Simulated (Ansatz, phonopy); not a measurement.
# ScB (hypothetical, Pm-3m): thermal expansion from first principles, part 2 of 4

Aim: the lattice, expansion, heat capacity and bulk modulus of ScB (hypothetical) as it warms. The compound is hypothetical: it was made by swapping elements on a known structure type.

Ansatz 0.2.0; DFT PBEsol, scalar-relativistic, plane waves, PAW.

So far. Step 2 (Probe on a coarse mesh): The start is under -22 GPa at this level and looks like a metal on this mesh. Step 5 (Tight relaxation): The residual pressure is -0.0048 GPa, small enough for phonons.

## (6) Phonons on strained cells, pressure 0 GPa, q-mesh 2×2×2

Thermal expansion follows from how the free energy of the vibrations (and of the electrons in a metal) changes with strain, so the program makes strained cells, their phonons and a fit in one run.

Contents of input.yaml:

```yaml
crystal:
  lattice:
    - [2.9329852272, 0.0, 0.0]
    - [0.0, 2.9329852272, 0.0]
    - [0.0, 0.0, 2.9329852272]
  atoms:
    - { symbol: Sc, position: [0.5, 0.5, 0.5] }
    - { symbol: B, position: [0.0, 0.0, 0.0] }
kpoints:
  mp_grid: { grid: [16, 16, 16] }
hamiltonian:
  xc: pbesol
scf:
  occupations: { method: methfessel_paxton, width: 0.2 }
output:
  eigenvalues: true
phonons:
  method: dfpt
  qmesh: [2, 2, 2]
  temperatures: { t_max: 1200.0, t_step: 50 }
  thermal_expansion: {}
```

Launch:

```sh
ansatz run input.yaml --threads 4 --pin off --max-ram 8192MiB --backend cpu --events-out ev --progress --plain --runs-dir out
```

Numbers of over 12 decimals in the logs are rounded to 6 here.

What it wrote:

```text
[...]
Crystal: 2 atoms, lattice volume = 25.231 Å³
Basis set: ecut = 487.2 eV, 619 PW (Γ), exchange–correlation on 48×48×48 points (8 copies of the dense FFT grid, shifted against one another)
Bands: 11, of which v1, the nominal top of the filled ones, is band 7 counted from 1 (6 counted from 0)
Symmetry: 48 space group operations
[...]
k-points: 165 of 4096
[...]
SCF iter   1: F=—  HF=-2264.120279 eV  |F-HF|=—  |Δ(HF+E_count)|=         —  Δρ=1.23e-2  dr2=7.04e-2  ethr=1.77e-3  ⟨swp⟩=3.8  Hψ=8425  notcnv=0
[...]
SCF iter   7: F=-2264.102709 eV  HF=-2264.102709 eV  |F-HF|=9.09e-13  |Δ(HF+E_count)|=  8.46e-11  S|Δr|=    0.00e0  Δρ=6.50e-8  dr2=1.20e-12  ethr=1.00e-12  ⟨swp⟩=5.1  Hψ=6474  notcnv=0
[...]
SCF 1 converged in 7 iterations: F = -2264.102709 eV  dr2 = 1.20e-12
[...]
relax step   1: F+E_penalty+E_count = -2264.10270879 eV  Δ(F+E_penalty+E_count) = +0.000e0 eV  max|allowed force component| = 1.423e-29 eV/Å  Δτ_max = 0.0000 Å  (7 SCF iters, accepted)
SCF converged after 7 iterations
[...]
Free energy (F): -2264.102709 eV
[...]
Internal energy: -2264.103576 eV  (E = F + TS)
E sigma→0 (E₀):  -2264.102926 eV
Entropy (-TS):   0.000867 eV (0.434 meV/atom)
Fermi energy:    12.274295 eV
[...]
--- Stress (GPa, compression-positive) ---
       -0.013732      -0.000000       0.000000
       -0.000000      -0.013732       0.000000
        0.000000       0.000000      -0.013732
  P = ⅓ Tr σ = -0.0137 GPa (-0.137 kbar)
--- Band table (eV; the first three rows and the last of 165) ---
  k-point 0: bands = [... 3 lower, -14.9168, 2.4616, 11.7187, 11.7187, 15.1040, 15.1040, 15.1040, 16.5269]
  k-point 1: bands = [... 3 lower, -14.9144, 2.5332, 11.6419, 11.7498, 14.8790, 14.8790, 15.0778, 16.5361]
  k-point 2: bands = [... 3 lower, -14.9073, 2.7443, 11.3691, 11.8403, 14.4319, 14.4319, 15.0909, 16.5623]
  k-point 164: bands = [... 3 lower, -15.3562, 8.4373, 8.4373, 8.4373, 9.9535, 17.8871, 17.8871, 19.5316]
── thermal expansion: 3 new cells, 3 in all ──
thermal expansion: relaxation of cell 2
thermal expansion: relaxation of cell 3
── thermal expansion: 2 new cells, 5 in all ──
thermal expansion: relaxation of cell 4
thermal expansion: lower-state search of cell 4
thermal expansion: electrons of cell 4
thermal expansion: phonons of cell 4
thermal expansion: relaxation of cell 5
thermal expansion: electrons of cell 1
thermal expansion: electrons of cell 2
thermal expansion: electrons of cell 3
thermal expansion: electrons of cell 5
thermal expansion: phonons of cell 5
── thermal expansion: 6 new cells, 11 in all ──
thermal expansion: relaxation of cell 6
thermal expansion: relaxation of cell 7
thermal expansion: relaxation of cell 8
thermal expansion: relaxation of cell 9
thermal expansion: relaxation of cell 10
thermal expansion: relaxation of cell 11
thermal expansion: electrons of cell 6
thermal expansion: electrons of cell 7
thermal expansion: electrons of cell 8
thermal expansion: electrons of cell 9
thermal expansion: electrons of cell 10
thermal expansion: electrons of cell 11
thermal expansion: phonons of cell 6
thermal expansion: phonons of cell 7
thermal expansion: phonons of cell 8
--- Relaxed structure (1 steps of the walk, 1 accepted, 0 SCFs on fresh bases) ---
  F+E_penalty+E_count = -2264.10270879 eV   max|allowed force component| = 1.423e-29 eV/Å
  atoms:
    - { symbol: Sc, position: [0.5, 0.5, 0.5] }
    - { symbol: B, position: [0.0, 0.0, 0.0] }
--- Thermal expansion: 11 cells in 3 rounds, 0 GPa ---
  no lower state was reached at cell 4; its state was not examined: fill_not_monotonic
  without vibrations: a 2.93292, b 2.93292, c 2.93292 Å, V 25.2291 Å³, B 130.39 GPa
  at 0 K: a 2.94099, b 2.94099, c 2.94099 Å, V 25.4378 Å³, B 127.40 GPa
  zero-point expansion: a +0.275, b +0.275, c +0.275, V +0.827 %
      T/K        a/Å        b/Å        c/Å       V/Å³ | expansion of a, b, c, V (1e-6/K)   | that of V in the mean from 25 °C | C_P, C_V (J/mol K of the cell) | B_T, B_S (GPa)
     0.00    2.94099    2.94099    2.94099    25.4378 |    0.00    0.00    0.00    0.00 |   15.51 |     0.000     0.000 |   127.40   127.40
   150.00    2.94200    2.94200    2.94200    25.4641 |    5.72    5.72    5.72   17.16 |   24.28 |    27.152    27.067 |   126.26   126.66
   298.15    2.94553    2.94553    2.94553    25.5560 |    9.82    9.82    9.82   29.45 |       - |    41.973    41.482 |   123.27   124.72
   400.00    2.94869    2.94869    2.94869    25.6382 |   11.11   11.11   11.11   33.32 |   31.59 |    45.955    45.126 |   120.88   123.10
   550.00    2.95390    2.95390    2.95390    25.7742 |   12.34   12.34   12.34   37.01 |   33.91 |    49.039    47.670 |   117.09   120.45
   700.00    2.95959    2.95959    2.95959    25.9236 |   13.32   13.32   13.32   39.97 |   35.79 |    50.955    48.982 |   113.00   117.55
   850.00    2.96573    2.96573    2.96573    26.0851 |   14.30   14.30   14.30   42.89 |   37.52 |    52.520    49.852 |   108.61   114.43
  1000.00    2.97232    2.97232    2.97232    26.2596 |   15.35   15.35   15.35   46.04 |   39.23 |    54.049    50.566 |   103.91   111.06
  1150.00    2.97943    2.97943    2.97943    26.4485 |   16.55   16.55   16.55   49.64 |   41.00 |    55.706    51.245 |    98.85   107.45
  1200.00    2.98193    2.98193    2.98193    26.5151 |   16.99   16.99   16.99   50.97 |   41.61 |    56.305    51.473 |    97.08   106.19
  the static fit leaves 0.001 meV an atom of the energies and, of the stresses, 0.002 GPa of each cell's largest along a strain (root mean squares over the cells), whose Pulay part it has at -0.007 GPa
  vibrations' free energy: its fit leaves 0.0010 meV an atom at the most
  the electrons' free energy at temperature is in it; its fit leaves 0.0011 meV an atom at the most
  free energies summed between the sampled wave vectors
  estimated error of the fitted expansion in any direction: up to 0.082e-6/K, at 1200 K (an estimate, not a bound: it was exceeded on models of known expansion)
  by sums over the sampled wave vectors an expansion of the volume parts by up to 11.42e-6/K
  by a static energy of one degree less an expansion of the volume parts by up to 0.02e-6/K
```

Run time: 5.9 min. Hardware: 4 threads of Arm Neoverse V1, shared host; peak memory 0.99 GiB; 22 min of CPU time.

This step gave:

```yaml
pressure: -0.01373 GPa
volume_expansion_coefficient_at_298_k: 29.45 1e-6/K
c_p_at_298_k: 20.99 J/mol-atom/K
entropy_at_298_k: 21.06 J/mol-atom/K
isothermal_bulk_modulus_at_298_k: 123.3 GPa
grueneisen_parameter_at_298_k: 1.347
volume_at_298_k: 12.78 Å³/atom
principal_linear_expansion_coefficients_at_298_k: 9.815, 9.815, 9.815 1e-6/K
```

Strained cells of the study; zero-point energy where phonons were solved; the pressures are stresses at a fixed cutoff and can carry an offset from the finite basis. Expansion cells, by row:

| cell | \|a\| (Å) | \|b\| (Å) | \|c\| (Å) | V (Å³/atom) | E - E_lowest (meV/atom) | pressure, compression positive (GPa) | gap (eV) | zero-point energy (meV/atom) |
| --- | --- | --- | --- | --- | --- | --- | --- | --- |
| 1 | 2.933 | 2.933 | 2.933 | 12.62 | 0 | -0.021 | - | - |
| 2 | 2.956 | 2.956 | 2.956 | 12.92 | 2.915 | -2.998 | - | - |
| 3 | 2.91 | 2.91 | 2.91 | 12.32 | 2.945 | 3.234 | - | - |
| 4 | 2.933 | 2.933 | 2.933 | 12.62 | 0 | -0.029 | - | 56.93 |
| 5 | 2.948 | 2.948 | 2.948 | 12.81 | 1.164 | -1.923 | - | 55.67 |
| 6 | 2.964 | 2.964 | 2.964 | 13.02 | 4.972 | -3.867 | - | 54.3 |
| 7 | 2.979 | 2.979 | 2.979 | 13.22 | 11.05 | -5.622 | - | 52.98 |
| 8 | 2.995 | 2.995 | 2.995 | 13.43 | 19.43 | -7.273 | - | 51.64 |
| 9 | 2.904 | 2.904 | 2.904 | 12.24 | 4.622 | 4.092 | - | - |
| 10 | 2.918 | 2.918 | 2.918 | 12.43 | 1.133 | 1.974 | - | - |
| 11 | 3.019 | 3.019 | 3.019 | 13.75 | 36.58 | -9.597 | - | - |

Quasi-harmonic; a, b, c are the run's own cell vectors. Expansion, by row:

| T (K) | a (Å) | b (Å) | c (Å) | alpha (deg) | beta (deg) | gamma (deg) | cell volume (Å³/cell) | alpha_a (1e-6/K) | alpha_b (1e-6/K) | alpha_c (1e-6/K) | alpha_V (1e-6/K) | C_P (J/mol-atom/K) | C_V (J/mol-atom/K) | S (J/mol-atom/K) | B_T (GPa) | B_S (GPa) | Grueneisen | extrapolation | fit error (1e-6/K) |
| --- | --- | --- | --- | --- | --- | --- | --- | --- | --- | --- | --- | --- | --- | --- | --- | --- | --- | --- | --- |
| 0 | 2.941 | 2.941 | 2.941 | 90 | 90 | 90 | 25.44 | 0 | 0 | 0 | 0 | 0 | 0 | 0 | 127.4 | 127.4 | - | 0 | 0 |
| 50 | 2.941 | 2.941 | 2.941 | 90 | 90 | 90 | 25.44 | 0.93 | 0.93 | 0.93 | 2.79 | 2.565 | 2.565 | 0.854 | 127.3 | 127.4 | 1.06 | 0 | 0 |
| 100 | 2.941 | 2.941 | 2.941 | 90 | 90 | 90 | 25.45 | 3.3 | 3.3 | 3.3 | 9.91 | 8.613 | 8.603 | 4.519 | 127 | 127.1 | 1.121 | 0 | 0 |
| 150 | 2.942 | 2.942 | 2.942 | 90 | 90 | 90 | 25.46 | 5.72 | 5.72 | 5.72 | 17.16 | 13.58 | 13.53 | 8.997 | 126.3 | 126.7 | 1.228 | 0 | 0.01 |
| 200 | 2.943 | 2.943 | 2.943 | 90 | 90 | 90 | 25.49 | 7.59 | 7.59 | 7.59 | 22.76 | 17.09 | 16.99 | 13.42 | 125.3 | 126.1 | 1.289 | 0 | 0.02 |
| 250 | 2.944 | 2.944 | 2.944 | 90 | 90 | 90 | 25.52 | 8.9 | 8.9 | 8.9 | 26.71 | 19.44 | 19.27 | 17.5 | 124.3 | 125.4 | 1.324 | 0 | 0.02 |
| 298.1 | 2.946 | 2.946 | 2.946 | 90 | 90 | 90 | 25.56 | 9.82 | 9.82 | 9.82 | 29.45 | 20.99 | 20.74 | 21.06 | 123.3 | 124.7 | 1.347 | 0 | 0.02 |
| 300 | 2.946 | 2.946 | 2.946 | 90 | 90 | 90 | 25.56 | 9.85 | 9.85 | 9.85 | 29.54 | 21.04 | 20.79 | 21.19 | 123.2 | 124.7 | 1.347 | 0 | 0.02 |
| 350 | 2.947 | 2.947 | 2.947 | 90 | 90 | 90 | 25.6 | 10.55 | 10.55 | 10.55 | 31.65 | 22.16 | 21.83 | 24.53 | 122.1 | 123.9 | 1.364 | 0 | 0.02 |
| 400 | 2.949 | 2.949 | 2.949 | 90 | 90 | 90 | 25.64 | 11.11 | 11.11 | 11.11 | 33.32 | 22.98 | 22.56 | 27.54 | 120.9 | 123.1 | 1.378 | 0 | 0.02 |
| 450 | 2.95 | 2.95 | 2.95 | 90 | 90 | 90 | 25.68 | 11.57 | 11.57 | 11.57 | 34.71 | 23.61 | 23.1 | 30.29 | 119.7 | 122.2 | 1.39 | 0 | 0.02 |
| 500 | 2.952 | 2.952 | 2.952 | 90 | 90 | 90 | 25.73 | 11.97 | 11.97 | 11.97 | 35.92 | 24.11 | 23.51 | 32.8 | 118.4 | 121.4 | 1.401 | 0 | 0.02 |
| 550 | 2.954 | 2.954 | 2.954 | 90 | 90 | 90 | 25.77 | 12.34 | 12.34 | 12.34 | 37.01 | 24.52 | 23.84 | 35.12 | 117.1 | 120.5 | 1.411 | 0 | 0.01 |
| 600 | 2.956 | 2.956 | 2.956 | 90 | 90 | 90 | 25.82 | 12.68 | 12.68 | 12.68 | 38.03 | 24.88 | 24.09 | 37.27 | 115.8 | 119.5 | 1.421 | 0 | 0.02 |
| 650 | 2.958 | 2.958 | 2.958 | 90 | 90 | 90 | 25.87 | 13 | 13 | 13 | 39.01 | 25.19 | 24.31 | 39.27 | 114.4 | 118.5 | 1.43 | 0 | 0.02 |
| 700 | 2.96 | 2.96 | 2.96 | 90 | 90 | 90 | 25.92 | 13.32 | 13.32 | 13.32 | 39.97 | 25.48 | 24.49 | 41.15 | 113 | 117.5 | 1.44 | 0 | 0.04 |
| 750 | 2.962 | 2.962 | 2.962 | 90 | 90 | 90 | 25.98 | 13.64 | 13.64 | 13.64 | 40.93 | 25.75 | 24.65 | 42.91 | 111.6 | 116.5 | 1.449 | 0 | 0.05 |
| 800 | 2.964 | 2.964 | 2.964 | 90 | 90 | 90 | 26.03 | 13.97 | 13.97 | 13.97 | 41.9 | 26.01 | 24.79 | 44.58 | 110.1 | 115.5 | 1.458 | 0 | 0.06 |
| 850 | 2.966 | 2.966 | 2.966 | 90 | 90 | 90 | 26.09 | 14.3 | 14.3 | 14.3 | 42.89 | 26.26 | 24.93 | 46.17 | 108.6 | 114.4 | 1.468 | 0 | 0.06 |
| 900 | 2.968 | 2.968 | 2.968 | 90 | 90 | 90 | 26.14 | 14.63 | 14.63 | 14.63 | 43.9 | 26.51 | 25.05 | 47.68 | 107.1 | 113.3 | 1.477 | 0 | 0.07 |
| 950 | 2.97 | 2.97 | 2.97 | 90 | 90 | 90 | 26.2 | 14.98 | 14.98 | 14.98 | 44.95 | 26.77 | 25.17 | 49.12 | 105.5 | 112.2 | 1.487 | 0 | 0.07 |
| 1000 | 2.972 | 2.972 | 2.972 | 90 | 90 | 90 | 26.26 | 15.35 | 15.35 | 15.35 | 46.04 | 27.02 | 25.28 | 50.49 | 103.9 | 111.1 | 1.496 | 0 | 0.07 |
| 1050 | 2.975 | 2.975 | 2.975 | 90 | 90 | 90 | 26.32 | 15.73 | 15.73 | 15.73 | 47.18 | 27.29 | 25.4 | 51.82 | 102.3 | 109.9 | 1.506 | 0 | 0.06 |
| 1100 | 2.977 | 2.977 | 2.977 | 90 | 90 | 90 | 26.38 | 16.13 | 16.13 | 16.13 | 48.38 | 27.57 | 25.51 | 53.1 | 100.6 | 108.7 | 1.515 | 0 | 0.04 |
| 1150 | 2.979 | 2.979 | 2.979 | 90 | 90 | 90 | 26.45 | 16.55 | 16.55 | 16.55 | 49.64 | 27.85 | 25.62 | 54.33 | 98.85 | 107.5 | 1.525 | 0 | 0.03 |
| 1200 | 2.982 | 2.982 | 2.982 | 90 | 90 | 90 | 26.52 | 16.99 | 16.99 | 16.99 | 50.97 | 28.15 | 25.74 | 55.52 | 97.08 | 106.2 | 1.535 | 0 | 0.08 |

The expansion coefficient by temperature; values in 1e-6/K:

| temperature (K) | volume | principal 1 |
| --- | --- | --- |
| 0 | 0 | 0 |
| 50 | 2.79 | 0.93 |
| 100 | 9.91 | 3.3 |
| 150 | 17.2 | 5.72 |
| 200 | 22.8 | 7.59 |
| 250 | 26.7 | 8.9 |
| 298 | 29.4 | 9.82 |
| 300 | 29.5 | 9.85 |
| 350 | 31.6 | 10.6 |
| 400 | 33.3 | 11.1 |
| 450 | 34.7 | 11.6 |
| 500 | 35.9 | 12.0 |
| 550 | 37.0 | 12.3 |
| 600 | 38.0 | 12.7 |
| 650 | 39.0 | 13 |
| 700 | 40.0 | 13.3 |
| 750 | 40.9 | 13.6 |
| 800 | 41.9 | 14.0 |
| 850 | 42.9 | 14.3 |
| 900 | 43.9 | 14.6 |
| 950 | 45.0 | 15.0 |
| 1000 | 46.0 | 15.3 |
| 1050 | 47.2 | 15.7 |
| 1100 | 48.4 | 16.1 |
| 1150 | 49.6 | 16.6 |
| 1200 | 51.0 | 17.0 |

At 298 K the volume expansion is 29.4 × 10⁻⁶/K and B_T is 123 GPa. The q-mesh is coarse, so this is a first estimate. The program raised the cutoff to 487.2 eV by itself: with no cutoff typed, the study takes about 1.16 times the default for its relaxations and scales it with the volume for the phonons.

## (7) Quasi-harmonic fit by phonopy

This step: DFT PBEsol, scalar-relativistic, plane waves, PAW (phonopy 4.10.0).

Numbers from this step:

* volume expansion coefficient at 300 K: 29.43 1e-6/K
* isothermal bulk modulus at 300 K: 123.2 GPa
* C_P at 300 K: 21.06 J/mol-atom/K
* Grüneisen parameter at 300 K: 1.351

The energy (each curve on its own zero) by volume; values in meV/atom:

| volume (Å³/atom) | static | F at 0 K | F at 300 K | F at 1200 K |
| --- | --- | --- | --- | --- |
| 12.616 | 0 | 2.63 | 4.18 | 14.2 |
| 12.806 | 1.16 | 2.54 | 3.39 | 8.83 |
| 13.017 | 4.97 | 4.97 | 5.02 | 5.2 |
| 13.222 | 11.1 | 9.72 | 8.94 | 3.85 |
| 13.430 | 19.4 | 16.8 | 15.1 | 4.48 |

Phonopy-qha, vinet fit of F(V) at each temperature. Qha vinet, by row:

| T (K) | fitted volume (Å³/atom) | alpha_V (1e-6/K) | B_T (GPa) | C_P (J/mol-atom/K) | Grueneisen |
| --- | --- | --- | --- | --- | --- |
| 100 | 12.72 | 9.92 | 126.9 | 8.387 | 1.128 |
| 150 | 12.73 | 16.87 | 126.2 | 13.46 | 1.212 |
| 200 | 12.74 | 22.48 | 125.3 | 17.05 | 1.28 |
| 250 | 12.76 | 26.53 | 124.3 | 19.44 | 1.323 |
| 300 | 12.78 | 29.43 | 123.2 | 21.06 | 1.351 |
| 350 | 12.8 | 31.59 | 122 | 22.18 | 1.372 |
| 400 | 12.82 | 33.29 | 120.8 | 23.01 | 1.389 |
| 450 | 12.84 | 34.69 | 119.6 | 23.63 | 1.403 |
| 500 | 12.86 | 35.91 | 118.3 | 24.13 | 1.416 |
| 550 | 12.89 | 37.01 | 117 | 24.54 | 1.429 |
| 600 | 12.91 | 38.03 | 115.7 | 24.9 | 1.441 |
| 650 | 12.94 | 39.01 | 114.4 | 25.21 | 1.453 |
| 700 | 12.96 | 39.98 | 113 | 25.5 | 1.465 |
| 750 | 12.99 | 40.94 | 111.6 | 25.76 | 1.477 |
| 800 | 13.02 | 41.9 | 110.1 | 26.02 | 1.49 |
| 850 | 13.04 | 42.89 | 108.6 | 26.27 | 1.502 |
| 900 | 13.07 | 43.9 | 107.1 | 26.52 | 1.515 |
| 950 | 13.1 | 44.95 | 105.5 | 26.78 | 1.529 |
| 1000 | 13.13 | 46.03 | 104 | 27.03 | 1.543 |
| 1050 | 13.16 | 47.17 | 102.3 | 27.3 | 1.557 |
| 1100 | 13.19 | 48.35 | 100.7 | 27.57 | 1.572 |
| 1150 | 13.22 | 49.6 | 98.96 | 27.86 | 1.587 |

Volume expansion coefficient against temperature; values in 1e-6/K:

| temperature (K) | phonopy-qha, Vinet | Ansatz's own study |
| --- | --- | --- |
| 100 | 9.92 | 9.91 |
| 150 | 16.9 | 17.2 |
| 200 | 22.5 | 22.8 |
| 250 | 26.5 | 26.7 |
| 300 | 29.4 | 29.5 |
| 350 | 31.6 | 31.6 |
| 400 | 33.3 | 33.3 |
| 450 | 34.7 | 34.7 |
| 500 | 35.9 | 35.9 |
| 550 | 37.0 | 37.0 |
| 600 | 38.0 | 38.0 |
| 650 | 39.0 | 39.0 |
| 700 | 40.0 | 40.0 |
| 750 | 40.9 | 40.9 |
| 800 | 41.9 | 41.9 |
| 850 | 42.9 | 42.9 |
| 900 | 43.9 | 43.9 |
| 950 | 45.0 | 45.0 |
| 1000 | 46.0 | 46.0 |
| 1050 | 47.2 | 47.2 |
| 1100 | 48.4 | 48.4 |
| 1150 | 49.6 | 49.6 |

The fit gives a volume expansion of 29.4 × 10⁻⁶/K at 300 K, against 29.4 at 298 K from the study itself, whose static fit uses more cells.

(Part 2 of 4 ends here.)

[Logs are printed without paths, hosts, clocks, repeated set-up lines and the standing remarks that a program may print on its own settings, such as how far it seeks lower states.]

[Hosts, paths, dates, database ids (printed as entryN), source tags and the programs' standing remarks are cut or masked in the printed files.]

[A step with changed settings may run another functional than the one named; its input shows which.]

[Pressures of single members of a volume series are the stress at the run's cutoff; with an incomplete basis they can lie off −dE/dV of the same runs, and they are not shown converged.]
